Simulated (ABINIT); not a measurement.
**LiF (Fm-3m): refractive index against wavelength**

The refractive index of LiF (Fm-3m) below the direct gap (9.11 eV on the mesh) is read from one computed spectrum, n = √(Re ε).

Symmetry: Fm-3m, No. 225, cubic system. The conventional cell has a = 4.028 Å, b = 4.028 Å, c = 4.028 Å, α = 90.00°, β = 90.00°, γ = 90.00°. F on site b has 6 Li at 2.01 Å as nearest neighbours. Around Li on site a lie 6 F at 2.01 Å.

Method: ABINIT 10.8.3, PBE, independent particles, k-mesh 15×15×15, Lorentzian half width 0.05 eV.

Launch of the response step: `optic optic.abi`. The run took 21 s, its band step included, on 4 threads of Intel(R) Xeon(R) Platinum 8488C (Sapphire Rapids), with other jobs on the host.

```tsv
wavelength (nm)	photon energy E (eV)	n
532	2.331	1.4285
450	2.755	1.4322
405	3.061	1.4353
365	3.397	1.4392
308	4.025	1.4479
266	4.661	?
248	4.999	1.4660
```

In the single-oscillator model n² − 1 = E₀E_d/(E₀² − E²), so 1/(n² − 1) = E₀/E_d − E²/(E₀E_d) is linear in E².

Working, on the rows shown:

| x = E² (eV²) | y = 1/(n² − 1) |
| --- | --- |
| 5.43137 | 0.960973 |
| 7.59115 | 0.951297 |
| 9.37179 | 0.94332 |
| 11.5384 | 0.933448 |
| 16.2043 | 0.912064 |
| 24.9936 | 0.870204 |

Means: x̄ = 12.522, ȳ = 0.92855. Σ(x − x̄)(y − ȳ) = -1.182, Σ(x − x̄)² = 254.6. Slope = -1.182 / 254.6 = -0.004642; intercept = ȳ − slope · x̄ = 0.98668. Turned back into n, the line misses the rows shown by at most 0.00025.

Task: What does the fit predict for the withheld row, and how well does it do?

Result: At x = 21.725 the line gives y = 0.88583, that is 1.4591. The run gave 1.4590, so the interpolation is off by 7.1e-05, 0.2 % of the range in the table.

Refitted with all rows, the slope is -0.004638 and the intercept 0.98665. These give E₀ = √(intercept/−slope) = 14.59 eV and E_d = E₀/intercept = 14.8 eV; E₀ is 1.6 times the direct gap. The electronic limit at long wavelengths, without lattice vibrations, is n = √(1 + 1/intercept) = 1.419. Excitons are left out and so are local fields; PBE gaps are as a rule too small. The values come from a sum over the points of one k-mesh and carry its error, which grows as the direct gap shrinks.

[Logs are printed without paths, hosts, clocks, repeated set-up lines and the standing remarks that a program may print on its own settings, such as how far it seeks lower states.]
